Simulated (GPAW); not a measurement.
## The basis that the transmission of a Sn chain with a Li atom on top of one atom needs

Wanted: the zero-bias transmission of a Sn chain with a Li atom on top of one atom on a ladder of levels, with run times.

Calculated with GPAW 26.7.0; GPAW LCAO, PAW setups; Landauer transmission from Green's functions with principal layers (ASE), zero bias.

Most raw output is cut from this account.

### 1. The starting structure

The cell holds 12 atoms: 11 Sn and 1 Li. Its edges and angles: a = 9.000 Å, b = 9.000 Å, c = 30.250 Å, α = 90.0°, β = 90.0°, γ = 90.0°. Regions: left lead, 5 atoms (5 Sn); channel, 2 atoms (1 Sn and 1 Li); right lead, 5 atoms (5 Sn). Vacuum lies along a and b. The structure is stacked along c, and the current runs across the ab planes.

### 2. GPAW, dzp

Localised orbitals split the wire into layers that couple to their neighbours alone, which is what the Green's function method needs; double zeta with polarisation is the usual level for numbers.

The input, run.py:

```python
import json
import numpy as np
from ase import Atoms
from ase.transport.calculators import TransportCalculator
from gpaw import GPAW, FermiDirac
from gpaw.lcao.tools import get_lcao_hamiltonian
from scipy.linalg import eigh

# The junction with lead layers at both ends, along the third cell vector
device = Atoms(
    ['Sn', 'Sn', 'Sn', 'Sn', 'Sn', 'Sn', 'Li', 'Sn', 'Sn', 'Sn', 'Sn', 'Sn'],
    positions=[
        [4.50000, 4.50000, 1.37500],
        [4.50000, 4.50000, 4.12500],
        [4.50000, 4.50000, 6.87500],
        [4.50000, 4.50000, 9.62500],
        [4.50000, 4.50000, 12.37500],
        [4.50000, 4.50000, 15.12500],
        [7.16180, 4.50000, 15.12500],
        [4.50000, 4.50000, 17.87500],
        [4.50000, 4.50000, 20.62500],
        [4.50000, 4.50000, 23.37500],
        [4.50000, 4.50000, 26.12500],
        [4.50000, 4.50000, 28.87500]],
    cell=[[9.0, 0.0, 0.0], [0.0, 9.0, 0.0], [0.0, 0.0, 30.25]],
    pbc=True)

# One principal layer of the lead: the first 3 atoms of the device
lead = Atoms(
    ['Sn', 'Sn', 'Sn'],
    positions=[
        [4.50000, 4.50000, 1.37500],
        [4.50000, 4.50000, 4.12500],
        [4.50000, 4.50000, 6.87500]],
    cell=[[9.0, 0.0, 0.0], [0.0, 9.0, 0.0], [0.0, 0.0, 8.25]],
    pbc=True)

settings = dict(mode='lcao', basis='dzp', xc='PBE', h=0.2,
                occupations=FermiDirac(0.1), maxiter=250,
                mixer=dict(beta=0.1, nmaxold=8, weight=100.0),
                convergence=dict(density=0.0001))
energies = np.arange(-3, 3 + 1e-9, 0.075)
eta = 0.0001
n1, n2 = 1, 1
# k and -k transmit alike, so half of the mesh across the current serves
mesh = [(i, j) for i in range(n1) for j in range(n2) if (i, j) <= (-i % n1, -j % n2)]
weights = np.array([1 if (i, j) == (-i % n1, -j % n2) else 2 for i, j in mesh]) / (n1 * n2)

# [... helper functions left out ...]
fermi_lead = ground_state(lead, (1, 1, 14), 'lead.txt')
fermi_device = ground_state(device, (1, 1, 3), 'device.txt')
# [... loop over the mesh left out, but for ...]
        # Shift the lead onto the potential of the device's first layer
        shift = ((H[:, 0, 0] - H0[:, 0, 0]) / S0[0, 0]).real.mean()
# [...]
kT = 8.617333e-5 * 500
bias = [0.1, 0.2, 0.5, 1.0, 1.5, 2.0]
# [... integrals and printing left out ...]
```

Command:

```
> OMP_NUM_THREADS=1 OPENBLAS_NUM_THREADS=1 python run.py
```

Run time: 39 s. Hardware: 1 thread of Arm Neoverse V2, shared host; peak memory 1 GiB.

Numbers from this step:

| Item | Value |
| --- | --- |
| conductance | 2.956 G₀ |
| largest coupling past the next principal layer | 3.84e-7 eV |
| largest misfit of the first principal layer | 0.02070 eV |
| shift that aligns the lead | 0.02439 eV |
| basis functions of the junction | 258 |
| basis functions of a principal layer | 69 |
| transmission at the Fermi level (one spin) | 2.956 |

One spin. Table of transmission, zone mean by energy, zero at the Fermi level:

energy (eV), transmission, zone mean and a bar:
```
    -3.00       0.00 
    -2.77       0.00 
    -2.55       1.00 ##########
    -2.40       1.00 ##########
    -2.17       1.00 ##########
    -1.95       1.00 ##########
    -1.73       1.00 ##########
    -1.57       1.00 ##########
    -1.35       0.99 ##########
    -1.12       1.00 ##########
    -0.90       1.00 ##########
    -0.75       2.23 ######################
    -0.53       2.77 ############################
    -0.30       2.92 #############################
    -0.07       2.95 ##############################
     0.00       2.96 ##############################
     0.07       2.96 ##############################
     0.30       2.97 ##############################
     0.53       2.97 ##############################
     0.75       2.97 ##############################
     0.90       2.97 ##############################
     1.12       2.97 ##############################
     1.35       2.96 ##############################
     1.57       2.95 ##############################
     1.73       2.89 #############################
     1.88       2.98 ##############################
     1.95       2.96 ##############################
     2.17       2.92 #############################
     2.40       2.88 #############################
     2.55       2.84 #############################
     2.77       2.73 ###########################
     3.00       2.42 ########################
```

Not self-consistent under bias; the bias window is split evenly. Current through one cell, from the zero-bias transmission against bias:

```csv
bias (V),"current through one cell, from the zero-bias transmission (μA)"
0.100,22.9
0.200,45.8
0.500,114
1.000,228
1.500,333
2.000,416
```

Transmission of the three most open eigenchannels against energy, zero at the Fermi level:

```csv
energy (eV),channel 1,channel 2,channel 3
-3.00,2.8e-8,0,0
-2.85,3.7e-8,0,0
-2.70,2.0e-6,0,0
-2.55,0.999,0,0
-2.33,0.999,0,0
-2.17,0.999,0,0
-2.02,0.999,0,0
-1.88,0.999,0,0
-1.73,0.999,0,0
-1.57,0.999,0,0
-1.35,0.991,0,0
-1.20,0.977,0,0
-1.05,0.998,0,0
-0.90,0.999,3.3e-10,3.8e-11
-0.75,0.999,0.721,0.513
-0.60,0.999,0.925,0.734
-0.38,0.999,0.986,0.912
-0.23,0.999,0.995,0.944
-0.07,0.999,0.996,0.956
0.00,0.999,0.996,0.960
0.07,0.999,0.996,0.964
0.23,0.999,0.997,0.971
0.38,0.999,0.997,0.976
0.60,0.999,0.998,0.977
0.75,0.999,0.997,0.977
0.90,0.999,0.997,0.975
1.05,0.999,0.996,0.974
1.20,0.999,0.996,0.972
1.35,0.999,0.996,0.968
1.57,0.999,0.996,0.953
1.73,0.999,0.995,0.894
1.88,0.997,0.994,0.989
2.02,0.999,0.991,0.958
2.17,0.999,0.988,0.934
2.33,0.999,0.984,0.910
2.55,0.999,0.979,0.861
2.70,0.999,0.973,0.804
2.85,0.999,0.956,0.703
3.00,0.999,0.900,0.516
```

Couplings past the next layer reach 3.8e-7 eV, small enough to drop; the matrix elements of the cell's first layer differ from the bulk lead's by up to 0.021 eV. That layer keeps its own values in the calculation, and only beyond it is the lead taken as perfect. The Fermi levels of lead and junction count from different zeros of potential, one for each periodic cell; with both set to zero, the small remaining shift is what aligns them. By hand: G = 2.956 × 77.48 μS = 229 μS, a resistance of 4.37 kΩ; at 0.1 V a linear junction would pass 22.9 μA, and the integral over the bias window gives 22.9 μA.

### 3. GPAW, szp: basis = "szp(dzp)"

The second zeta is dropped, the polarisation orbitals stay.

Edit run.py of step 2 so:

```diff
@@ -37,3 +37,3 @@
 
-settings = dict(mode='lcao', basis='dzp', xc='PBE', h=0.2,
+settings = dict(mode='lcao', basis='szp(dzp)', xc='PBE', h=0.2,
                 occupations=FermiDirac(0.1), maxiter=250,
```

Wall time 30 s (1 thread); peak memory 1 GiB.

Numbers from this step:

```
conductance                                    : 2.953 G₀
largest coupling past the next principal layer : 3.63e-7 eV
largest misfit of the first principal layer    : 0.02856 eV
shift that aligns the lead                     : 0.02030 eV
basis functions of the junction                : 158
basis functions of a principal layer           : 42
transmission at the Fermi level (one spin)     : 2.954
```

One spin. Transmission, zone mean against energy, zero at the Fermi level:

```csv
energy (eV),"transmission, zone mean"
-3.00,8.0e-9
-2.77,3.2e-8
-2.55,0.995
-2.40,0.998
-2.17,0.999
-1.95,0.999
-1.73,0.999
-1.57,0.999
-1.35,0.995
-1.12,0.993
-0.90,0.998
-0.75,2.15
-0.53,2.77
-0.30,2.92
-0.07,2.95
0.00,2.95
0.07,2.96
0.30,2.97
0.53,2.97
0.75,2.97
0.90,2.96
1.12,2.96
1.35,2.96
1.57,2.95
1.73,2.93
1.95,2.63
2.02,2.98
2.17,2.93
2.40,2.88
2.55,2.84
2.77,2.73
3.00,2.43
```

Not self-consistent under bias; the bias window is split evenly. The current through one cell, from the zero-bias transmission by bias:

```csv
bias (V),"current through one cell, from the zero-bias transmission (μA)"
0.100,22.9
0.200,45.8
0.500,114
1.000,228
1.500,333
2.000,415
```

Table of transmission of the three most open eigenchannels by energy, zero at the Fermi level:

```csv
energy (eV),channel 1,channel 2,channel 3
-2.7750,3.2e-8,0,0
-2.4750,0.998,0,0
-2.2500,0.999,0,0
-2.0250,0.999,0,0
-1.7250,0.999,0,0
-1.5000,0.999,0,0
-1.2750,0.926,0,0
-0.9750,0.998,1.3e-12,0
-0.7500,0.999,0.604,0.550
-0.5250,0.999,0.953,0.821
-0.2250,0.999,0.995,0.943
0.0000,0.999,0.997,0.958
0.2250,0.999,0.997,0.968
0.5250,0.999,0.998,0.973
0.7500,0.999,0.998,0.971
0.9750,0.999,0.997,0.967
1.2750,0.999,0.997,0.963
1.5000,0.999,0.997,0.954
1.7250,0.999,0.996,0.931
2.0250,0.996,0.993,0.987
2.2500,0.999,0.990,0.927
2.4750,0.999,0.986,0.878
2.7750,0.999,0.975,0.759
3.0000,0.999,0.919,0.513
```

The conductance equals that of the dzp run to 0.2 %.

### 4. GPAW, sz: basis = "sz(dzp)"

One function for each valence shell of the setup, as for a first survey of a large system.

Edit run.py of step 3 so:

```diff
@@ -37,3 +37,3 @@
 
-settings = dict(mode='lcao', basis='szp(dzp)', xc='PBE', h=0.2,
+settings = dict(mode='lcao', basis='sz(dzp)', xc='PBE', h=0.2,
                 occupations=FermiDirac(0.1), maxiter=250,
```

Elapsed: 24 s, on 1 thread; peak memory 0.94 GiB.

This step gave:

```yaml
conductance: 2.919 G₀
largest_coupling_past_the_next_principal_layer: 4.07e-7 eV
largest_misfit_of_the_first_principal_layer: 0.04717 eV
shift_that_aligns_the_lead: 0.04056 eV
basis_functions_of_the_junction: 100
basis_functions_of_a_principal_layer: 27
transmission_at_the_fermi_level_one_spin: 2.918
```

The conductance, 2.92 G₀, lies 1.3 % below that of the dzp run.

### 5. LDA in the dzp basis: xc = "LDA"

Back in the dzp basis, the functional changes from PBE to LDA, to set the spread between functionals beside that between bases.

Edit run.py of step 4 so:

```diff
@@ -37,3 +37,3 @@
 
-settings = dict(mode='lcao', basis='sz(dzp)', xc='PBE', h=0.2,
+settings = dict(mode='lcao', basis='dzp', xc='LDA', h=0.2,
                 occupations=FermiDirac(0.1), maxiter=250,
```

Elapsed: 35 s, on 1 thread; peak memory 1 GiB.

Numbers from this step:

```
conductance                                    : 2.961 G₀
largest coupling past the next principal layer : 3.90e-7 eV
largest misfit of the first principal layer    : 0.01643 eV
shift that aligns the lead                     : 0.01104 eV
basis functions of the junction                : 258
basis functions of a principal layer           : 69
transmission at the Fermi level (one spin)     : 2.961
```

The conductance equals that of the dzp run to 0.2 %.

### 6. The ladder

Times are for 1 thread of Arm Neoverse V2, shared host. The runs compared:

```csv
no.,run,conductance (G₀),time,memory (GiB)
1,dzp,2.956,39 s,1.0
2,szp,2.953,30 s,1.0
3,sz,2.919,24 s,0.94
4,dzp LDA,2.961,35 s,1.0
```

### 7. The levels side by side

The curves are compared point by point over the common energies.

This step: comparison of transmission and cost over codes and levels (GPAW 26.7.0).

Ladder, by row:

```csv
step,code,T at the Fermi level (sum over the listed spins),conductance (G0),r.m.s. T(E) from the first,wall time (s),peak memory (GiB),threads
dzp,GPAW,2.956,2.956,0,38.72,1.04,1
szp,GPAW,2.954,2.953,0.1163,30.33,1.01,1
sz,GPAW,2.918,2.919,0.1675,24.17,0.94,1
dzp-LDA,GPAW,2.961,2.961,0.1073,35.47,1.04,1
```

Table of transmission, zone mean, sum over the listed spins by energy, zero at the Fermi level:

```csv
energy (eV),dzp,szp,sz,dzp-LDA
-3.0000,2.8e-8,8.0e-9,4.6e-8,1.1e-8
-2.7750,1.0e-7,3.2e-8,8.2e-7,1.1e-7
-2.4750,0.999,0.998,0.999,0.999
-2.2500,0.999,0.999,0.999,0.999
-2.0250,0.999,0.999,0.999,0.999
-1.7250,0.999,0.999,0.999,0.999
-1.5000,0.998,0.999,0.992,0.998
-1.2750,0.841,0.926,0.986,0.962
-0.9750,0.999,0.998,0.998,0.999
-0.7500,2.23,2.15,2.53,2.11
-0.5250,2.77,2.77,2.77,2.78
-0.2250,2.94,2.94,2.91,2.94
0.0000,2.96,2.95,2.92,2.96
0.2250,2.97,2.96,2.93,2.97
0.3000,2.97,2.97,2.93,2.97
0.5250,2.97,2.97,2.92,2.98
0.6000,2.97,2.97,2.92,2.98
0.7500,2.97,2.97,2.90,2.98
0.9750,2.97,2.96,2.87,2.97
1.2750,2.97,2.96,2.82,2.97
1.5000,2.96,2.95,2.71,2.96
1.7250,2.89,2.93,2.20,2.94
1.8750,2.98,2.87,2.63,2.91
2.0250,2.95,2.98,2.99,2.95
2.2500,2.91,2.92,2.93,2.91
2.4750,2.86,2.86,2.85,2.85
2.7750,2.73,2.73,2.72,2.68
3.0000,2.42,2.43,2.45,2.32
```

### 8. Broadening 0.05

The broadening keeps the Green's functions finite; too large a value absorbs electrons where channels are open and leaks them where none are.

This step: GPAW LCAO, PAW setups; Landauer transmission from Green's functions with principal layers (ASE), zero bias (GPAW 26.7.0).

Edit run.py of step 5 so:

```diff
@@ -37,3 +37,3 @@
 
-settings = dict(mode='lcao', basis='dzp', xc='LDA', h=0.2,
+settings = dict(mode='lcao', basis='dzp', xc='PBE', h=0.2,
                 occupations=FermiDirac(0.1), maxiter=250,
@@ -42,3 +42,3 @@
 energies = np.arange(-3, 3 + 1e-9, 0.075)
-eta = 0.0001
+eta = 0.05
 n1, n2 = 1, 1
```

The job ended after 37 s (1 thread; peak memory 1 GiB).

The run finished with changed settings (eta = 0.05); it serves as a test.

The two runs compared:

```csv
quantity,this run,sound run,difference
conductance (G₀),1.6435,2.9558,-1.31
transmission at the Fermi level (one spin),1.6458,2.9561,-1.31
```

The two runs differ clearly in the conductance: 1.64 G₀ against 2.96 G₀.

### 9. Density threshold 0.01

The Hamiltonian is taken from the last density. The density threshold is one of the tests that end the cycle; the energy must settle too, so a loose value may not be the test that decides.

Edit run.py of step 8 so:

```diff
@@ -40,5 +40,5 @@
                 mixer=dict(beta=0.1, nmaxold=8, weight=100.0),
-                convergence=dict(density=0.0001))
+                convergence=dict(density=0.01))
 energies = np.arange(-3, 3 + 1e-9, 0.075)
-eta = 0.05
+eta = 0.0001
 n1, n2 = 1, 1
```

Run time: 27 s. Hardware: 1 thread; peak memory 1 GiB.

The run finished with changed settings (conv = 0.01); it serves as a test.

The two runs compared:

```csv
quantity,this run,sound run,difference
conductance (G₀),2.9683,2.9558,0.0126
largest coupling past the next principal layer (eV),3.837e-7,3.838e-7,-9.1e-11
largest misfit of the first principal layer (eV),0.21870,0.020701,0.198
shift that aligns the lead (eV),-0.051796,0.024392,-0.0762
transmission at the Fermi level (one spin),2.9675,2.9561,0.0114
```

The shift that aligns the lead changes sign: -0.0518 eV against 0.0244 eV.

### 10. What came out

* conductance: 2.96 G₀
* transmission at the Fermi level, mean of the spins: 2.96
* thermopower: about 0 (under 1.5 μV/K)

What this shows: In the dzp basis the junction conducts 2.96 G₀ at 500 K, with T = 2.96 a spin at the Fermi level; the sz basis reaches that conductance within 10 %. At the Fermi level the three most open eigenchannels pass 1.00, 1.00 and 0.96. Measured against the first run (dzp), the nearest curve is that of dzp-LDA (r.m.s. 0.11) and the farthest that of sz (0.17). Over the compared runs wall time goes from 24 s (sz) to 39 s (dzp), on a shared host. The geometry was built from estimated bond lengths and not relaxed, so the numbers describe this model structure. The run had no spin polarisation, so a magnetic state, which chains and small molecules with open shells often have, wasn't tested. Spin-orbit coupling is left out, which matters for the heavy atoms here. An evenly spaced straight chain is an idealisation: free chains tend to dimerise, zigzag or, where a band edge lies near the Fermi level, turn magnetic. The currents use the zero-bias T(E) throughout, which holds only while the bias is small against the distance to the nearest feature. The energy step is wider than the thermal energy, so the conductance and thermopower rest on interpolation of T(E).

[Logs are printed without paths, hosts, clocks, repeated set-up lines and the standing remarks that a program may print on its own settings, such as how far it seeks lower states.]

[Hosts, paths, dates, database ids (printed as entryN), source tags and the programs' standing remarks are cut or masked in the printed files.]
